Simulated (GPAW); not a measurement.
**A W chain with a Na atom on top of one atom: transmission at several levels**

Wanted: the zero-bias transmission of a W chain with a Na atom on top of one atom on a ladder of levels, with run times.

Program: GPAW 26.7.0. Level of theory: GPAW LCAO, PAW setups; Landauer transmission from Green's functions with principal layers (ASE), zero bias. Results are calculated unless marked as measured.

Most raw output is cut from this account.

**1. The starting structure**

The cell holds 16 atoms: 15 W and 1 Na. Cell: a = 9.000 Å, b = 9.000 Å, c = 33.750 Å, α = 90.0°, β = 90.0°, γ = 90.0°. Regions: left lead, 7 atoms (7 W); channel, 2 atoms (1 W and 1 Na); right lead, 7 atoms (7 W). Vacuum lies along a and b. The structure is stacked along c, and the current runs across the ab planes.

**2. GPAW, dzp**

The script solves lead and junction separately, takes H and S in the orbital basis, and joins semi-infinite leads through their self-energies; the dzp basis is the working standard.

Input file run.py:

```python
import json
import numpy as np
from ase import Atoms
from ase.transport.calculators import TransportCalculator
from gpaw import GPAW, FermiDirac
from gpaw.lcao.tools import get_lcao_hamiltonian
from scipy.linalg import eigh

# The junction with lead layers at both ends, along the third cell vector
device = Atoms(
    ['W', 'W', 'W', 'W', 'W', 'W', 'W', 'W', 'Na', 'W', 'W', 'W', 'W', 'W', 'W', 'W'],
    positions=[
        [4.50000, 4.50000, 1.12500],
        [4.50000, 4.50000, 3.37500],
        [4.50000, 4.50000, 5.62500],
        [4.50000, 4.50000, 7.87500],
        [4.50000, 4.50000, 10.12500],
        [4.50000, 4.50000, 12.37500],
        [4.50000, 4.50000, 14.62500],
        [4.50000, 4.50000, 16.87500],
        [7.04630, 4.50000, 16.87500],
        [4.50000, 4.50000, 19.12500],
        [4.50000, 4.50000, 21.37500],
        [4.50000, 4.50000, 23.62500],
        [4.50000, 4.50000, 25.87500],
        [4.50000, 4.50000, 28.12500],
        [4.50000, 4.50000, 30.37500],
        [4.50000, 4.50000, 32.62500]],
    cell=[[9.0, 0.0, 0.0], [0.0, 9.0, 0.0], [0.0, 0.0, 33.75]],
    pbc=True)

# One principal layer of the lead: the first 5 atoms of the device
lead = Atoms(
    ['W', 'W', 'W', 'W', 'W'],
    positions=[
        [4.50000, 4.50000, 1.12500],
        [4.50000, 4.50000, 3.37500],
        [4.50000, 4.50000, 5.62500],
        [4.50000, 4.50000, 7.87500],
        [4.50000, 4.50000, 10.12500]],
    cell=[[9.0, 0.0, 0.0], [0.0, 9.0, 0.0], [0.0, 0.0, 11.25]],
    pbc=True)

settings = dict(mode='lcao', basis='dzp', xc='PBE', h=0.2,
                occupations=FermiDirac(0.1), maxiter=250,
                mixer=dict(beta=0.1, nmaxold=8, weight=100.0),
                convergence=dict(density=0.0001))
energies = np.arange(-2, 2 + 1e-9, 0.05)
eta = 0.0001
n1, n2 = 1, 1
# k and -k transmit alike, so half of the mesh across the current serves
mesh = [(i, j) for i in range(n1) for j in range(n2) if (i, j) <= (-i % n1, -j % n2)]
weights = np.array([1 if (i, j) == (-i % n1, -j % n2) else 2 for i, j in mesh]) / (n1 * n2)

# [... helper functions left out ...]
fermi_lead = ground_state(lead, (1, 1, 10), 'lead.txt')
fermi_device = ground_state(device, (1, 1, 3), 'device.txt')
# [... loop over the mesh left out, but for ...]
        # Shift the lead onto the potential of the device's first layer
        shift = ((H[:, 0, 0] - H0[:, 0, 0]) / S0[0, 0]).real.mean()
# [...]
kT = 8.617333e-5 * 500
bias = [0.1, 0.2, 0.5, 1.0, 1.5, 2.0]
# [... integrals and printing left out ...]
```

Command:

```console
$ OMP_NUM_THREADS=1 OPENBLAS_NUM_THREADS=1 python run.py
```

Wall time 5.2 min (1 thread of Arm Neoverse N1, shared host); peak memory 1.4 GiB.

Numbers from this step:

```yaml
conductance: 5.826 G₀
largest_coupling_past_the_next_principal_layer: 7.88e-6 eV
largest_misfit_of_the_first_principal_layer: 0.04363 eV
shift_that_aligns_the_lead: -0.01165 eV
basis_functions_of_the_junction: 452
basis_functions_of_a_principal_layer: 145
transmission_at_the_fermi_level_one_spin: 5.829
```

One spin. The transmission, zone mean by energy, zero at the Fermi level:

```tsv
energy (eV)	transmission, zone mean
-2.00	3.89
-1.85	3.91
-1.70	3.92
-1.60	3.93
-1.45	3.93
-1.30	3.93
-1.15	3.92
-1.05	3.91
-0.90	3.85
-0.75	3.96
-0.60	5.54
-0.50	5.68
-0.35	5.80
-0.20	5.82
-0.05	5.83
0.00	5.83
0.05	5.83
0.20	5.81
0.35	5.78
0.50	5.71
0.60	5.63
0.75	5.37
0.90	5.01
1.05	4.90
1.15	4.90
1.30	4.65
1.45	4.10
1.60	3.98
1.70	3.88
1.85	1.87
2.00	1.98
```

Not self-consistent under bias; the bias window is split evenly. The current through one cell, from the zero-bias transmission by bias:

```tsv
bias (V)	current through one cell, from the zero-bias transmission (mA)
0.100	0.0451
0.200	0.0903
0.500	0.225
1.000	0.449
1.500	0.655
2.000	0.828
```

Table of transmission of the three most open eigenchannels by energy, zero at the Fermi level:

```tsv
energy (eV)	channel 1	channel 2	channel 3
-2.000	0.999	0.998	0.986
-1.800	0.999	0.998	0.985
-1.600	0.999	0.998	0.983
-1.400	0.999	0.998	0.981
-1.200	0.999	0.998	0.980
-1.000	0.999	0.998	0.979
-0.800	0.999	0.982	0.954
-0.600	0.999	0.999	0.995
-0.400	0.999	0.999	0.997
-0.200	0.999	0.999	0.998
0.000	0.999	0.999	0.997
0.200	0.999	0.999	0.997
0.400	0.999	0.998	0.997
0.600	0.999	0.998	0.996
0.800	0.999	0.998	0.996
1.000	0.999	0.998	0.998
1.200	0.999	0.997	0.994
1.400	0.999	0.996	0.995
1.600	0.999	0.993	0.991
1.800	0.999	0.986	0.941
2.000	0.999	0.981	2.3e-6
```

Couplings past the next layer reach 7.9e-6 eV, small enough to drop; the matrix elements of the cell's first layer differ from the bulk lead's by up to 0.044 eV. That layer keeps its own values in the calculation, and only beyond it is the lead taken as perfect. The Fermi levels of lead and junction count from different zeros of potential, one for each periodic cell; with both set to zero, the small remaining shift is what aligns them. Without spin-orbit coupling, which is large for these atoms, channel counts and T are those of the scalar-relativistic bands. By hand: G = 5.826 × 77.48 μS = 451 μS, a resistance of 2.22 kΩ; at 0.1 V a linear junction would pass 45.1 μA, and the integral over the bias window gives 45.1 μA.

**3. Single-zeta polarised basis**

One radial function a shell plus polarisation makes the matrices smaller; the question is what that costs.

run.py: that of step 2 with these lines changed.

```diff
@@ -43,3 +43,3 @@
 
-settings = dict(mode='lcao', basis='dzp', xc='PBE', h=0.2,
+settings = dict(mode='lcao', basis='szp(dzp)', xc='PBE', h=0.2,
                 occupations=FermiDirac(0.1), maxiter=250,
```

Elapsed: 3.2 min, on 1 thread; peak memory 1.3 GiB.

Numbers from this step:

```
conductance                                 : 5.829 G₀
largest misfit of the first principal layer : 0.05864 eV
shift that aligns the lead                  : -0.007870 eV
basis functions of the junction             : 250
basis functions of a principal layer        : 80
transmission at the Fermi level (one spin)  : 5.831
```

One spin. Transmission, zone mean against energy, zero at the Fermi level:

energy (eV), transmission, zone mean and a bar from the least value:
```
   -2.000       3.88 ###############
   -1.800       3.91 ###############
   -1.600       3.92 ###############
   -1.400       3.92 ###############
   -1.200       3.92 ###############
   -1.000       3.90 ###############
   -0.800       3.24 ##########
   -0.600       5.58 ############################
   -0.400       5.78 ##############################
   -0.200       5.83 ##############################
    0.000       5.83 ##############################
    0.200       5.81 ##############################
    0.400       5.75 #############################
    0.600       5.58 ############################
    0.800       5.13 #########################
    1.000       4.91 #######################
    1.200       4.84 ######################
    1.400       4.19 #################
    1.600       3.98 ################
    1.800       3.59 #############
    2.000       1.97
```

Not self-consistent under bias; the bias window is split evenly. Table of current through one cell, from the zero-bias transmission by bias:

```tsv
bias (V)	current through one cell, from the zero-bias transmission (mA)
0.100	0.0452
0.200	0.0903
0.500	0.226
1.000	0.449
1.500	0.653
2.000	0.826
```

Table of transmission of the three most open eigenchannels by energy, zero at the Fermi level:

```tsv
energy (eV)	channel 1	channel 2	channel 3
-2.00	0.999	0.998	0.982
-1.90	0.999	0.998	0.981
-1.80	0.999	0.998	0.980
-1.70	0.999	0.998	0.979
-1.55	0.999	0.998	0.977
-1.45	0.999	0.998	0.976
-1.35	0.999	0.998	0.975
-1.25	0.999	0.998	0.975
-1.15	0.999	0.998	0.975
-1.05	0.999	0.998	0.974
-0.90	0.999	0.998	0.974
-0.80	0.999	0.976	0.952
-0.70	0.999	0.999	0.989
-0.60	0.999	0.999	0.993
-0.50	0.999	0.999	0.995
-0.40	0.999	0.999	0.997
-0.25	0.999	0.999	0.998
-0.15	0.999	0.999	0.998
-0.05	0.999	0.999	0.998
0.00	0.999	0.998	0.998
0.05	0.999	0.998	0.997
0.15	0.999	0.998	0.997
0.25	0.999	0.998	0.997
0.40	0.999	0.998	0.997
0.50	0.999	0.998	0.997
0.60	0.999	0.998	0.996
0.70	0.999	0.997	0.996
0.80	0.999	0.997	0.996
0.90	0.999	0.998	0.997
1.05	0.999	0.997	0.997
1.15	0.999	0.997	0.994
1.25	0.999	0.997	0.993
1.35	0.999	0.997	0.994
1.45	0.999	0.996	0.994
1.55	0.999	0.995	0.991
1.70	0.999	0.986	0.983
1.80	0.999	0.987	0.901
1.90	0.999	0.992	6.9e-6
2.00	0.999	0.972	6.8e-6
```

The conductance equals that of the dzp run to 0.2 %.

**4. Minimal basis**

The minimal basis is the cheapest rung: no second zeta and no polarisation.

run.py: that of step 3 with these lines changed.

```diff
@@ -43,3 +43,3 @@
 
-settings = dict(mode='lcao', basis='szp(dzp)', xc='PBE', h=0.2,
+settings = dict(mode='lcao', basis='sz(dzp)', xc='PBE', h=0.2,
                 occupations=FermiDirac(0.1), maxiter=250,
```

Elapsed: 2.6 min, on 1 thread; peak memory 1.3 GiB.

Numbers from this step:

```
conductance                                 : 5.832 G₀
largest misfit of the first principal layer : 0.06093 eV
shift that aligns the lead                  : -0.01053 eV
basis functions of the junction             : 202
basis functions of a principal layer        : 65
transmission at the Fermi level (one spin)  : 5.833
```

The conductance equals that of the dzp run to 0.2 %.

**5. RPBE in the dzp basis: xc = "RPBE"**

Back in the dzp basis, the functional changes from PBE to RPBE, to set the spread between functionals beside that between bases.

run.py: that of step 4 with these lines changed.

```diff
@@ -43,3 +43,3 @@
 
-settings = dict(mode='lcao', basis='sz(dzp)', xc='PBE', h=0.2,
+settings = dict(mode='lcao', basis='dzp', xc='RPBE', h=0.2,
                 occupations=FermiDirac(0.1), maxiter=250,
```

Run time: 5.8 min. Hardware: 1 thread; peak memory 1.4 GiB.

Numbers from this step:

| Item | Value |
| --- | --- |
| conductance | 5.822 G₀ |
| largest coupling past the next principal layer | 7.82e-6 eV |
| largest misfit of the first principal layer | 0.04202 eV |
| shift that aligns the lead | -0.01108 eV |
| basis functions of the junction | 452 |
| basis functions of a principal layer | 145 |
| transmission at the Fermi level (one spin) | 5.824 |

One spin. The transmission, zone mean by energy, zero at the Fermi level:

```tsv
energy (eV)	transmission, zone mean
-2.00	3.89
-1.85	3.91
-1.70	3.92
-1.60	3.93
-1.45	3.93
-1.30	3.93
-1.15	3.92
-1.05	3.91
-0.90	3.86
-0.75	3.96
-0.60	5.56
-0.50	5.68
-0.35	5.79
-0.20	5.82
-0.05	5.82
0.00	5.82
0.05	5.82
0.20	5.81
0.35	5.78
0.50	5.71
0.60	5.62
0.75	5.36
0.90	4.99
1.05	4.90
1.15	4.90
1.30	4.61
1.45	4.08
1.60	3.98
1.70	3.87
1.85	1.95
2.00	1.98
```

The conductance equals that of the dzp run to 0.2 %.

**6. Cost and result by level**

Times are for 1 thread of Arm Neoverse N1, shared host. Results by setting:

```tsv
no.	run	conductance (G₀)	time	memory (GiB)
1	dzp	5.826	5.2 min	1.4
2	szp	5.829	3.2 min	1.3
3	sz	5.832	2.6 min	1.3
4	dzp RPBE	5.822	5.8 min	1.4
```

**7. Comparison**

The curves are compared point by point over the common energies.

This step: comparison of transmission and cost over codes and levels (GPAW 26.7.0).

Ladder, by row:

```tsv
step	code	T at the Fermi level (sum over the listed spins)	conductance (G0)	r.m.s. T(E) from the first	wall time (s)	peak memory (GiB)	threads
dzp	GPAW	5.829	5.826	0	309.6	1.42	1
szp	GPAW	5.831	5.829	0.04696	192.7	1.33	1
sz	GPAW	5.833	5.832	0.04783	154.5	1.28	1
dzp-RPBE	GPAW	5.824	5.822	0.01947	347.1	1.42	1
```

The transmission, zone mean, sum over the listed spins by energy, zero at the Fermi level:

```tsv
energy (eV)	dzp	szp	sz	dzp-RPBE
-2.0000	3.89	3.88	3.87	3.89
-1.7500	3.92	3.92	3.90	3.92
-1.5000	3.93	3.92	3.91	3.93
-1.2500	3.92	3.92	3.90	3.92
-1.0000	3.90	3.90	3.89	3.90
-0.7500	3.96	3.94	3.93	3.96
-0.5000	5.68	5.70	5.69	5.68
-0.2500	5.82	5.82	5.82	5.81
0.0000	5.83	5.83	5.83	5.82
0.0500	5.83	5.83	5.83	5.82
0.2500	5.80	5.80	5.81	5.80
0.5000	5.71	5.69	5.71	5.71
0.7500	5.37	5.27	5.28	5.36
1.0000	4.91	4.91	4.92	4.90
1.2500	4.78	4.73	4.77	4.76
1.5000	4.03	4.04	4.05	4.03
1.7500	3.81	3.74	3.76	3.79
2.0000	1.98	1.97	1.97	1.98
```

**8. K-points along the lead 2, SCF mesh 1×1×6**

The lead's own mesh along the current sets its density and potential; where the lead is aligned to the junction's end layer, a rigid shift drops out. The SCF mesh sets the Fermi level of the repeated cell.

This step: GPAW LCAO, PAW setups; Landauer transmission from Green's functions with principal layers (ASE), zero bias (GPAW 26.7.0).

run.py: that of step 5 with these lines changed.

```diff
@@ -43,3 +43,3 @@
 
-settings = dict(mode='lcao', basis='dzp', xc='RPBE', h=0.2,
+settings = dict(mode='lcao', basis='dzp', xc='PBE', h=0.2,
                 occupations=FermiDirac(0.1), maxiter=250,
@@ -55,4 +55,4 @@
 # [... helper functions left out ...]
-fermi_lead = ground_state(lead, (1, 1, 10), 'lead.txt')
-fermi_device = ground_state(device, (1, 1, 3), 'device.txt')
+fermi_lead = ground_state(lead, (1, 1, 2), 'lead.txt')
+fermi_device = ground_state(device, (1, 1, 6), 'device.txt')
 # [... loop over the mesh left out, but for ...]
```

Elapsed: 6.5 min, on 1 thread; peak memory 1.4 GiB.

The run finished with changed settings (lead_nz = 2 and scf_mesh = [1, 1, 6]); it serves as a test.

Side by side:

```tsv
quantity	this run	sound run	difference
conductance (G₀)	5.8220	5.8265	-0.00452
largest coupling past the next principal layer (eV)	7.882e-6	7.883e-6	-7.1e-10
largest misfit of the first principal layer (eV)	0.075664	0.043632	0.0320
shift that aligns the lead (eV)	-0.041227	-0.011649	-0.0296
transmission at the Fermi level (one spin)	5.8271	5.8287	-0.00158
```

The two runs differ clearly in the largest misfit of the first principal layer: 0.0757 eV against 0.0436 eV.

**9. A second varied run**

A last run, with other settings again.

run.py: that of step 8 with these lines changed.

```diff
@@ -31,12 +31,9 @@
 
-# One principal layer of the lead: the first 5 atoms of the device
+# One principal layer of the lead: the first 2 atoms of the device
 lead = Atoms(
-    ['W', 'W', 'W', 'W', 'W'],
+    ['W', 'W'],
     positions=[
         [4.50000, 4.50000, 1.12500],
-        [4.50000, 4.50000, 3.37500],
-        [4.50000, 4.50000, 5.62500],
-        [4.50000, 4.50000, 7.87500],
-        [4.50000, 4.50000, 10.12500]],
-    cell=[[9.0, 0.0, 0.0], [0.0, 9.0, 0.0], [0.0, 0.0, 11.25]],
+        [4.50000, 4.50000, 3.37500]],
+    cell=[[9.0, 0.0, 0.0], [0.0, 9.0, 0.0], [0.0, 0.0, 4.5]],
     pbc=True)
@@ -44,3 +41,3 @@
 settings = dict(mode='lcao', basis='dzp', xc='PBE', h=0.2,
-                occupations=FermiDirac(0.1), maxiter=250,
+                occupations=FermiDirac(0.1), maxiter=60,
                 mixer=dict(beta=0.1, nmaxold=8, weight=100.0),
@@ -55,4 +52,4 @@
 # [... helper functions left out ...]
-fermi_lead = ground_state(lead, (1, 1, 2), 'lead.txt')
-fermi_device = ground_state(device, (1, 1, 6), 'device.txt')
+fermi_lead = ground_state(lead, (1, 1, 10), 'lead.txt')
+fermi_device = ground_state(device, (1, 1, 3), 'device.txt')
 # [... loop over the mesh left out, but for ...]
```

Elapsed: 4.1 min, on 1 thread; peak memory 1.3 GiB.

The run ended with an error.

The program's message: “LinAlgError: The leading minor of order 28 of B is not positive definite. The factorization of B could not be completed and no eigenvalues or eigenvectors were computed.”

The change that led to it: n_lead = 2 and period = 4.5.

**10. Outcome**

| Quantity | Value |
| --- | --- |
| conductance | 5.83 G₀ |
| transmission at the Fermi level, mean of the spins | 5.83 |
| thermopower | about 0 (under 1.5 μV/K) |

**Reading.** In the dzp basis the junction conducts 5.83 G₀ at 500 K, with T = 5.83 a spin at the Fermi level; the sz basis reaches that conductance within 10 %. At the Fermi level the three most open eigenchannels pass 1.00, 1.00 and 1.00. Measured against the first run (dzp), the nearest curve is that of dzp-RPBE (r.m.s. 0.019) and the farthest that of sz (0.048). Over the compared runs wall time goes from 154 s (sz) to 347 s (dzp-RPBE), on a shared host. The geometry was built from estimated bond lengths and not relaxed, so the numbers describe this model structure. The run had no spin polarisation, so a magnetic state, which chains and small molecules with open shells often have, wasn't tested. Spin-orbit coupling is left out, which matters for the heavy atoms here. An evenly spaced straight chain is an idealisation: free chains tend to dimerise, zigzag or, where a band edge lies near the Fermi level, turn magnetic. The currents use the zero-bias T(E) throughout, which holds only while the bias is small against the distance to the nearest feature.

[Logs are printed without paths, hosts, clocks, repeated set-up lines and the standing remarks that a program may print on its own settings, such as how far it seeks lower states.]

[Hosts, paths, dates, database ids (printed as entryN), source tags and the programs' standing remarks are cut or masked in the printed files.]
